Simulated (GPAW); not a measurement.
```
! title: How the form of the self-energy moves the gap of PtS2 (1T monolayer)
! method: DFT, LDA, plane waves, PAW (and 3 further levels or steps)
! program: GPAW 26.7.0
! settings: cutoff 450 eV, GPAW PAW setups 1.2.1 data release, 9×9×1 k-mesh, nbands 250
! cost: 4 runs, 13 min in all on 4 MPI ranks of Arm Neoverse V1, shared host
! notes: The structure was relaxed with LDA. Limits: no spin polarisation; no spin-orbit coupling. The runs have no spin polarisation. For a closed low-spin shell that is the natural state; where a d or f shell is open it is a constraint, and the gap is then not the crystal’s own.
! one-shot HSE06: 2.745 eV
! G0W0, extrapolated in the cutoff: 3.076 eV
! one-shot Hartree-Fock: 7.363 eV
! known limits: short of the basis limit; no spin polarisation; d states lean on the start; no spin-orbit coupling
CELL_PARAMETERS angstrom
3.50749 0.00000 0.00000
-1.75374 3.03757 0.00000
0.00000 0.00000 13.90000
ATOMIC_POSITIONS crystal
Pt 0.00000 0.00000 0.50000
S 0.33333 0.66667 0.58721
S 0.66667 0.33333 0.41279
```

[Long decimals in the printed logs are rounded to 6 places.]

[Logs are printed without paths, hosts, clocks, repeated set-up lines and the standing remarks that a program may print on its own settings, such as how far it seeks lower states.]

[Paths, hosts, dates, memory and timing lines, banners, echoed tables and standing remarks are left out of the program output; an Ansatz launch command may be rebuilt from the run's recorded settings. Measured values are a selection of at most five: reports struck by readers or far from the other reports are left out. None is set beside runs whose start may be inverted or whose files or cutoffs have a known fault.]

[Runs of the session that timed out or met a known fault of the program may be left out.]

[Hosts, paths, dates, database ids (printed as entryN), source tags and the programs' standing remarks are cut or masked in the printed files.]

[Where the starting crystal was built by hand or by swapping elements, it need not be the compound's stable phase.]
